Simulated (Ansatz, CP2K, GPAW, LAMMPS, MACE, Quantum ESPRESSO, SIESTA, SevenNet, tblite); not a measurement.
# SIESTA on liquid N-methylformamide at 298 K (108 atoms): settings against a plane-wave reference

Wanted: SIESTA inputs and outputs for liquid N-methylformamide at 298 K (108 atoms), checked against a plane-wave reference.

Method: the method is named at each step, in SIESTA 5.4.2.

## (1) Starting point

The cell holds 108 atoms: 24 C, 12 N, 12 O and 60 H. Its edges and angles: a = 10.550 Å, b = 10.550 Å, c = 10.550 Å, α = 90.0°, β = 90.0°, γ = 90.0°. 12 N-methylformamide placed at random, at 1 g/cm³; overlaps pushed apart, then 10 ps at 398 K with MMFF94 bonds, angles, torsions, charges and radii (Halgren, J. Comput. Chem. 17, 490 (1996)) in harmonic and 12-6 forms. Snapshot after 20 ps at 298 K and fixed volume.

The yardstick, on the same geometry:

```
method                                           : Kohn-Sham DFT, PBE, PAW, plane waves (Ansatz 0.2.0); cutoff 420 eV, Γ point, fermi-dirac smearing of 0.05 eV; PAW set soft_2
r.m.s. force component                           : 0.9321 eV/Å
longest force                                    : 3.73 eV/Å
pressure                                         : 2.363 GPa
gap (highest filled to lowest empty level) : 4.049 eV
SCF cycles                                       : 11
time                                             : 12 s on 4 threads of Arm Neoverse V1, shared host
CPU time                                         : 47 s
```

## (2) PBE, DZP, shift 0.01 Ry, mesh 500 Ry

Method: Kohn-Sham DFT, PBE, PseudoDojo 0.4.1 norm-conserving pseudopotentials (converted to PSML), numerical atomic orbitals (DZP), diagonalisation.

The .psml files are PseudoDojo norm-conserving potentials that we converted to this format, checked against plane waves on the same files for H, C, O, Si, Ge and Ca alone.

The input, input.fdf:

```
SystemLabel cell
NumberOfAtoms 108
NumberOfSpecies 4
%block ChemicalSpeciesLabel
  1 6 C
  2 7 N
  3 8 O
  4 1 H
%endblock ChemicalSpeciesLabel
LatticeConstant 1.0 Ang
%block LatticeVectors
  10.55022 0.00000 0.00000
  0.00000 10.55022 0.00000
  0.00000 0.00000 10.55022
%endblock LatticeVectors
PAO.BasisSize DZP
PAO.EnergyShift 0.01 Ry
XC.Functional GGA
XC.Authors PBE
MeshCutoff 500 Ry
%block kgrid_Monkhorst_Pack
  1 0 0 0.0
  0 1 0 0.0
  0 0 1 0.0
%endblock kgrid_Monkhorst_Pack
SolutionMethod diagon
OccupationFunction FD
ElectronicTemperature 580 K
SCF.Mixer.Method Pulay
SCF.Mixer.Weight 0.15
SCF.Mixer.History 8
SCF.Mix Hamiltonian
MaxSCFIterations 300
SCF.DM.Tolerance 1e-04
SCF.H.Tolerance 1.0e-3 eV
WriteForces T
Write.HirshfeldPop T
Write.VoronoiPop T
Write.DM F
Write.H F
XML.Write F
AtomicCoordinatesFormat Fractional
%block AtomicCoordinatesAndAtomicSpecies
  0.42340 0.99094 0.26126 1
  0.29106 0.97238 0.25605 2
  0.21021 0.04448 0.32787 1
  0.24104 0.12450 0.40725 3
  0.46374 0.96394 0.16910 4
  0.43831 0.09470 0.27716 4
  0.46114 0.93725 0.34196 4
  0.25400 0.91694 0.18797 4
  0.10942 0.02216 0.30678 4
  0.08983 0.54360 0.84078 1
  0.03694 0.59709 0.96044 2
  0.91656 0.64548 0.95803 1
  0.85609 0.64877 0.85787 3
  0.03344 0.56083 0.75686 4
  0.18492 0.57813 0.82100 4
  0.08668 0.44430 0.85816 4
  0.09604 0.60925 0.04104 4
  0.88864 0.68952 0.04864 4
  0.62528 0.29058 0.20257 1
  0.71066 0.39280 0.18521 2
  0.79973 0.40998 0.28219 1
  0.83581 0.32976 0.35620 3
  0.66873 0.20801 0.24055 4
  0.55367 0.32111 0.27537 4
  0.57592 0.26310 0.11257 4
  0.69438 0.47213 0.13072 4
  0.85191 0.49757 0.26298 4
  0.27240 0.22749 0.67174 1
  0.36757 0.26841 0.57319 2
  0.45008 0.36755 0.59925 1
  0.47152 0.41012 0.70355 3
  0.18040 0.25896 0.62851 4
  0.28249 0.12317 0.67763 4
  0.29218 0.27089 0.76522 4
  0.35204 0.24402 0.48255 4
  0.50126 0.39435 0.51531 4
  0.38884 0.47898 0.05607 1
  0.46402 0.49836 0.94457 2
  0.56318 0.57554 0.95348 1
  0.61737 0.60559 0.05319 3
  0.41104 0.55403 0.13027 4
  0.29051 0.49004 0.02929 4
  0.41732 0.38405 0.09084 4
  0.44124 0.46404 0.85283 4
  0.60455 0.58936 0.86302 4
  0.10714 0.30938 0.14613 1
  0.15379 0.35894 0.26342 2
  0.15437 0.48102 0.30111 1
  0.13868 0.57439 0.23104 3
  0.03066 0.23466 0.16600 4
  0.07688 0.39200 0.09112 4
  0.17460 0.26526 0.08852 4
  0.18889 0.29191 0.32196 4
  0.17270 0.49486 0.40174 4
  0.72027 0.65787 0.46938 1
  0.65502 0.70914 0.36444 2
[... 48 atom lines left out ...]
  0.05765 0.03338 0.77604 4
  0.19944 0.00987 0.86947 4
  0.93444 0.06673 0.95501 4
  0.94476 0.96828 0.13852 4
%endblock AtomicCoordinatesAndAtomicSpecies
```

Launch:

```sh
$ OMP_NUM_THREADS=1 mpirun -np 2 siesta < input.fdf > output.txt
```

Log:

```text
Version         : 5.4.2
reinit: System Name:
reinit: System Label: cell
initatom: Reading input for the pseudopotentials and atomic orbitals ----------
Species number:   1 Atomic number:    6 Label: C
Species number:   2 Atomic number:    7 Label: N
Species number:   3 Atomic number:    8 Label: O
Species number:   4 Atomic number:    1 Label: H
Ground state valence configuration (from tables):   2s02  2p02  3d00  4f00
Ground state valence configuration (from tables):   2s02  2p03  3d00  4f00
Ground state valence configuration (from tables):   2s02  2p04  3d00  4f00
Ground state valence configuration (from tables):   1s01  2p00  3d00  4f00
---- Processing specs for species: C
GGA--PBE XC_GGA_X_PBE--XC_GGA_C_PBE pb
---- Processing specs for species: N
GGA--PBE XC_GGA_X_PBE--XC_GGA_C_PBE pb
---- Processing specs for species: O
GGA--PBE XC_GGA_X_PBE--XC_GGA_C_PBE pb
---- Processing specs for species: H
GGA--PBE XC_GGA_X_PBE--XC_GGA_C_PBE pb
C pseudopotential only contains V_ls up to l=1 -- lmxkb reset.
N pseudopotential only contains V_ls up to l=1 -- lmxkb reset.
O pseudopotential only contains V_ls up to l=2 -- lmxkb reset.
H pseudopotential only contains V_ls up to l=1 -- lmxkb reset.
Using PAO.SplitTailNorm
%block ChemicalSpeciesLabel
    1    6 C                       # Species index, atomic number, species label
    2    7 N                       # Species index, atomic number, species label
    3    8 O                       # Species index, atomic number, species label
    4    1 H                       # Species index, atomic number, species label
%endblock ChemicalSpeciesLabel
%block PAO.Basis                 # Define Basis set
C                     2                    # Species label, number of l-shells
 n=2   0   2                         # n, l, Nzeta
   4.484      3.048
   1.000      1.000
 n=2   1   2 P   1                   # n, l, Nzeta, Polarization, NzetaPol
   5.436      3.692
[...]
N                     2                    # Species label, number of l-shells
 n=2   0   2                         # n, l, Nzeta
[...]
n=2   1   2 P   1                   # n, l, Nzeta, Polarization, NzetaPol
[...]
O                     2                    # Species label, number of l-shells
 n=2   0   2                         # n, l, Nzeta
[...]
n=2   1   2 P   1                   # n, l, Nzeta, Polarization, NzetaPol
[...]
H                     1                    # Species label, number of l-shells
 n=1   0   2 P   1                   # n, l, Nzeta, Polarization, NzetaPol
   5.233      3.529
   1.000      1.000
%endblock PAO.Basis
coor:   Atomic-coordinates input format  =     Fractional
siesta: System type = bulk
initatomlists: Number of atoms, orbitals, and projectors:    108   924   744
siesta: ******************** Simulation parameters ****************************
Total number of electrons:   288.000000
Total ionic charge:   288.000000
 Kpoints in:            1 . Kpoints trimmed:            1
siesta: k-grid: Number of k-points = 1
siesta: k-points from Monkhorst-Pack grid
siesta: k-cutoff (effective) =     5.275 Ang
siesta: k-point supercell and displacements
siesta: k-grid:     1     0     0      0.000
siesta: k-grid:     0     1     0      0.000
siesta: k-grid:     0     0     1      0.000
                     ====================================
                        Single-point calculation
                     ====================================
outcell: Unit cell vectors (Ang):
       10.550220    0.000000    0.000000
        0.000000   10.550220    0.000000
        0.000000    0.000000   10.550220
outcell: Cell vector modules (Ang)   :   10.550220   10.550220   10.550220
outcell: Cell angles (23,13,12) (deg):     90.0000     90.0000     90.0000
outcell: Cell volume (Ang**3)        :   1174.3148
Gamma-point calculation with multiply-connected orbital pairs
Gamma-point calculation with multiply-connected orbital pairs
Folding of H and S implicitly performed
Folding of H and S implicitly performed
new_DM -- step:     1
Initializing Density Matrix...
Attempting to read DM from file... Failed...
DM filled with atomic data:
InitMesh: MESH = 144 x 144 x 144 = 2985984
InitMesh: Mesh cutoff (required, used) =   500.000   514.878 Ry
stepf: Fermi-Dirac step function
        iscf     Eharris(eV)        E_KS(eV)     FreeEng(eV)     dDmax    Ef(eV) dHmax(eV)
   scf:    1   -13701.266410   -13645.682251   -13645.682251  1.932453 -5.571734  7.513915
   scf:    2   -13662.842617   -13655.020448   -13655.020448  0.047827 -5.104538  4.291822
   scf:    3   -13662.351422   -13660.722432   -13660.722432  0.089818 -4.410007  1.306256
[...]
scf:   11   -13661.383592   -13661.383589   -13661.383589  0.000194 -4.223474  0.000678
   scf:   12   -13661.383590   -13661.383589   -13661.383589  0.000037 -4.223454  0.000454
SCF Convergence by DM+H criterion
max |DM_out - DM_in|         :     0.0000367977
max |H_out - H_in|      (eV) :     0.0004544395
SCF cycle converged after 12 iterations
Using DM_out to compute the final energy and forces
siesta: E_KS(eV) =           -13661.3836
siesta: E_KS - E_eggbox =    -13661.3836
siesta: Atomic forces (eV/Ang):
     1    0.432889    0.944813    0.051659
     2   -1.173073    1.212489    1.286906
     3   -0.032580   -1.558805   -1.492553
[...]
107   -1.148926    1.360795   -0.477323
   108   -1.518604    0.008858    1.059792
----------------------------------------
   Tot   -0.001711   -0.007487    0.007197
----------------------------------------
   Max    3.799299
   Res    1.111925    sqrt( Sum f_i^2 / 3N )
----------------------------------------
   Max    3.799299    constrained
Stress tensor Voigt[x,y,z,yz,xz,xy] (kbar):      -47.83      -41.68      -47.51       -4.04      -10.89        1.31
(Free)E + p*V (eV/cell)   -13627.9088
Target enthalpy (eV/cell)   -13661.3836
siesta: Program's energy decomposition (eV):
siesta: Ebs     =     -3943.738178
siesta: Eions   =     21913.238606
siesta: Ena     =      4733.538468
siesta: Ekin    =      9559.351133
siesta: Enl     =     -1465.630003
siesta: DEna    =      -261.201915
siesta: DUscf   =        27.815285
siesta: Ex      =     -4020.762238
siesta: Ec      =      -321.255713
siesta: Exc     =     -4342.017951
siesta: Eharris =    -13661.383590
siesta: Etot    =    -13661.383589
siesta: FreeEng =    -13661.383589
siesta: Final energy (eV):
siesta:  Band Struct. =   -3943.738178
siesta:       Kinetic =    9559.351133
siesta:       Hartree =    8163.298193
siesta:         Exch. =   -4020.762238
siesta:         Corr. =    -321.255713
siesta:   Exch.-corr. =   -4342.017951
siesta:  Ion-electron =  -24919.718688
siesta:       Ion-ion =   -2122.296276
siesta:         Total =  -13661.383589
siesta:         Fermi =      -4.223454
siesta: Stress tensor (static) (eV/Ang**3):
siesta:    -0.029852    0.000817   -0.006796
siesta:     0.000817   -0.026012   -0.002519
siesta:    -0.006796   -0.002519   -0.029654
siesta: Cell volume =       1174.314836 Ang**3
siesta: Pressure (static):
siesta:                Solid            Molecule  Units
siesta:           0.00031047          0.00018362  Ry/Bohr**3
siesta:           0.02850577          0.01685922  eV/Ang**3
siesta:          45.67127698         27.01144237  kBar
    Orbital volume contribution        =          29.744206 eV
    (Free)E + p_basis*V_orbitals       =      -13631.639384 eV
    (Free)Eharris+ p_basis*V_orbitals  =      -13631.639384 eV
Hirshfeld Atomic Populations:
Atom #   charge [q] valence [e]  Species
     1    -0.033484    4.033484  C
     2    -0.034458    5.034458  N
     3     0.114058    3.885942  C
     4    -0.182188    6.182188  O
     5     0.046756    0.953244  H
     6     0.020929    0.979071  H
     7     0.019634    0.980366  H
[...]
10    -0.039452    4.039452  C
    11    -0.036146    5.036146  N
[...]
13    -0.188120    6.188120  O
[...]
20    -0.053116    5.053116  N
[...]
22    -0.222498    6.222498  O
[...]
--------------------
 Total     0.000001
Voronoi Atomic Populations:
Atom #   charge [q] valence [e]  Species
[...]
92    -0.041190    5.041190  N
[...]
94    -0.227768    6.227768  O
[...]
100     0.047127    3.952873  C
   101    -0.055582    5.055582  N
   102     0.152437    3.847563  C
   103    -0.240806    6.240806  O
[...]
107     0.079409    0.920591  H
   108    -0.018051    1.018051  H
--------------------
 Total     0.000001
```

Elapsed: 98 s, on 2 MPI ranks of Arm Neoverse V1, shared host; peak memory 1.5 GiB; 3.3 min of CPU time.

Banners, paths, timers and routine set-up lines are dropped from the logs unmarked, and long logs keep their key lines alone; longer cuts are marked.

Against the reference:

* r.m.s. force component: 1.112 eV/Å
* r.m.s. difference of force components: 382.9 meV/Å
* longest difference of force vectors: 1261 meV/Å
* force difference over r.m.s. force: 41.08 %
* slope of forces against the reference's: 1.127
* correlation of force components: 0.9449
* gap (highest filled to lowest empty level): 3.986 eV
* gap difference: -0.0637 eV
* pressure: 4.567 GPa
* pressure difference: 2.204 GPa

This run lies far from the reference in forces at the same functional.

Length of the force difference by element (eV/Å):

```csv
element,atoms,mean,most
C,24,0.36,0.63
H,60,0.69,0.95
N,12,0.34,0.52
O,12,1.0,1.3
```

Levels nearest the highest filled one (eV from it): -0.82, -0.74, -0.69, -0.67, -0.65, -0.58, -0.57, -0.49, -0.46, -0.38, -0.31, 0.00, 3.99, 4.06, 4.21, 4.30, 4.39, 4.44, 4.57, 4.69, 4.79, 4.80, 4.89, 4.94.

A closer look about N11, one of the 12 N atoms: 9 atoms, nearest first, numbered in the order of the input, with positions taken from that point.

```csv
atom,x,y,z,distance (Å),bonds,Hirshfeld charge (e),Fx,Fy,Fz (eV/Å)
N11,0.00,0.00,0.00,0.00,3,-0.04,0.48,0.45,-0.31
H17,0.62,0.13,0.85,1.06,1,0.09,-0.72,-0.15,-0.43
C12,-1.27,0.51,-0.03,1.37,3,0.11,1.90,0.12,-0.12
C10,0.56,-0.56,-1.26,1.49,4,-0.04,-0.20,0.87,1.74
H16,0.52,-1.61,-1.08,2.01,1,0.02,0.52,-2.11,-0.21
H18,-1.56,0.98,0.93,2.07,1,0.03,-0.55,0.22,0.69
H15,1.56,-0.20,-1.47,2.15,1,0.04,1.00,0.24,0.07
H14,-0.04,-0.38,-2.15,2.18,1,0.03,-0.91,0.66,-0.54
O13,-1.91,0.55,-1.08,2.26,1,-0.19,-1.43,0.05,-0.63
```

Forces lie 41 % from the reference's, at 4.2 times its CPU time (on 2 against 4 cores).

## (3) PBE, SZP, shift 0.01 Ry, mesh 500 Ry

Method: Kohn-Sham DFT, PBE, PseudoDojo 0.4.1 norm-conserving pseudopotentials (converted to PSML), numerical atomic orbitals (SZP), diagonalisation.

Changes to input.fdf since step 2:

```diff
@@ -15,3 +15,3 @@
 %endblock LatticeVectors
-PAO.BasisSize DZP
+PAO.BasisSize SZP
 PAO.EnergyShift 0.01 Ry
```

Log:

```text
Version         : 5.4.2
reinit: System Name:
reinit: System Label: cell
initatom: Reading input for the pseudopotentials and atomic orbitals ----------
Species number:   1 Atomic number:    6 Label: C
Species number:   2 Atomic number:    7 Label: N
Species number:   3 Atomic number:    8 Label: O
Species number:   4 Atomic number:    1 Label: H
Ground state valence configuration (from tables):   2s02  2p02  3d00  4f00
Ground state valence configuration (from tables):   2s02  2p03  3d00  4f00
Ground state valence configuration (from tables):   2s02  2p04  3d00  4f00
Ground state valence configuration (from tables):   1s01  2p00  3d00  4f00
---- Processing specs for species: C
GGA--PBE XC_GGA_X_PBE--XC_GGA_C_PBE pb
---- Processing specs for species: N
[... lines left out ...]
stepf: Fermi-Dirac step function
        iscf     Eharris(eV)        E_KS(eV)     FreeEng(eV)     dDmax    Ef(eV) dHmax(eV)
[... lines left out ...]
SCF Convergence by DM+H criterion
[... lines left out ...]
SCF cycle converged after 12 iterations
[... lines left out ...]
   Max    5.908306
[... lines left out ...]
   Max    5.908306    constrained
Stress tensor Voigt[x,y,z,yz,xz,xy] (kbar):     -104.42     -108.92     -116.52       -6.02      -27.60        1.34
[... lines left out ...]
siesta: FreeEng =    -13588.532041
[... lines left out ...]
siesta:         Corr. =    -322.950184
siesta:   Exch.-corr. =   -4256.264639
siesta:  Ion-electron =  -24290.607779
siesta:       Ion-ion =   -2122.296276
siesta:         Total =  -13588.532041
siesta:         Fermi =      -3.737351
siesta: Stress tensor (static) (eV/Ang**3):
siesta:    -0.065175    0.000837   -0.017224
siesta:     0.000837   -0.067983   -0.003760
siesta:    -0.017224   -0.003760   -0.072726
siesta: Cell volume =       1174.314836 Ang**3
siesta: Pressure (static):
siesta:                Solid            Molecule  Units
siesta:           0.00074745          0.00071835  Ry/Bohr**3
siesta:           0.06862800          0.06595562  eV/Ang**3
siesta:         109.95418320        105.67254718  kBar
    Orbital volume contribution        =          25.463509 eV
    (Free)E + p_basis*V_orbitals       =      -13563.068532 eV
    (Free)Eharris+ p_basis*V_orbitals  =      -13563.068533 eV
Hirshfeld Atomic Populations:
Atom #   charge [q] valence [e]  Species
     1    -0.054913    4.054913  C
     2    -0.064502    5.064502  N
     3     0.098565    3.901435  C
     4    -0.182199    6.182199  O
     5     0.057490    0.942510  H
     6     0.030759    0.969241  H
     7     0.031250    0.968750  H
[...]
10    -0.056646    4.056646  C
    11    -0.066105    5.066105  N
[...]
13    -0.176080    6.176080  O
[...]
20    -0.085870    5.085870  N
[...]
22    -0.203581    6.203581  O
[...]
--------------------
 Total    -0.000006
Voronoi Atomic Populations:
Atom #   charge [q] valence [e]  Species
[...]
92    -0.069153    5.069153  N
[...]
94    -0.238072    6.238072  O
[...]
100     0.086072    3.913928  C
   101    -0.084399    5.084399  N
   102     0.192352    3.807648  C
   103    -0.245423    6.245423  O
[...]
107     0.083752    0.916248  H
   108    -0.027019    1.027019  H
--------------------
 Total    -0.000006
```

The job ended after 84 s (2 MPI ranks; peak memory 1.4 GiB; 2.8 min of CPU time).

Against the reference:

* r.m.s. force component: 1.741 eV/Å
* r.m.s. difference of force components: 1244 meV/Å
* longest difference of force vectors: 4006 meV/Å
* force difference over r.m.s. force: 133.5 %
* slope of forces against the reference's: 1.353
* correlation of force components: 0.7245
* gap (highest filled to lowest empty level): 3.738 eV
* gap difference: -0.3113 eV
* pressure: 11 GPa
* pressure difference: 8.633 GPa

This is a coarse setting, run to see what it loses.

Against the first run (41 %), the force difference from the reference is 134 %, at 0.86 times the CPU time, with 672 basis functions against 924: the smaller basis costs accuracy.

(Part 1 of 2 ends here.)

[Also dropped from logs without a mark: logging warnings of Python, and SIESTA's first energy breakdown and zero terms.]

[Logs are printed without paths, hosts, clocks, repeated set-up lines and the standing remarks that a program may print on its own settings, such as how far it seeks lower states.]

[Hosts, paths, dates, database ids (printed as entryN), source tags and the programs' standing remarks are cut or masked in the printed files.]

[The MMFF94 radii named for the starting cell were scaled by 0.96; in molecules described by MMFF94, hydrogen bound to N, O or S took a small fixed 12-6 site in their place.]
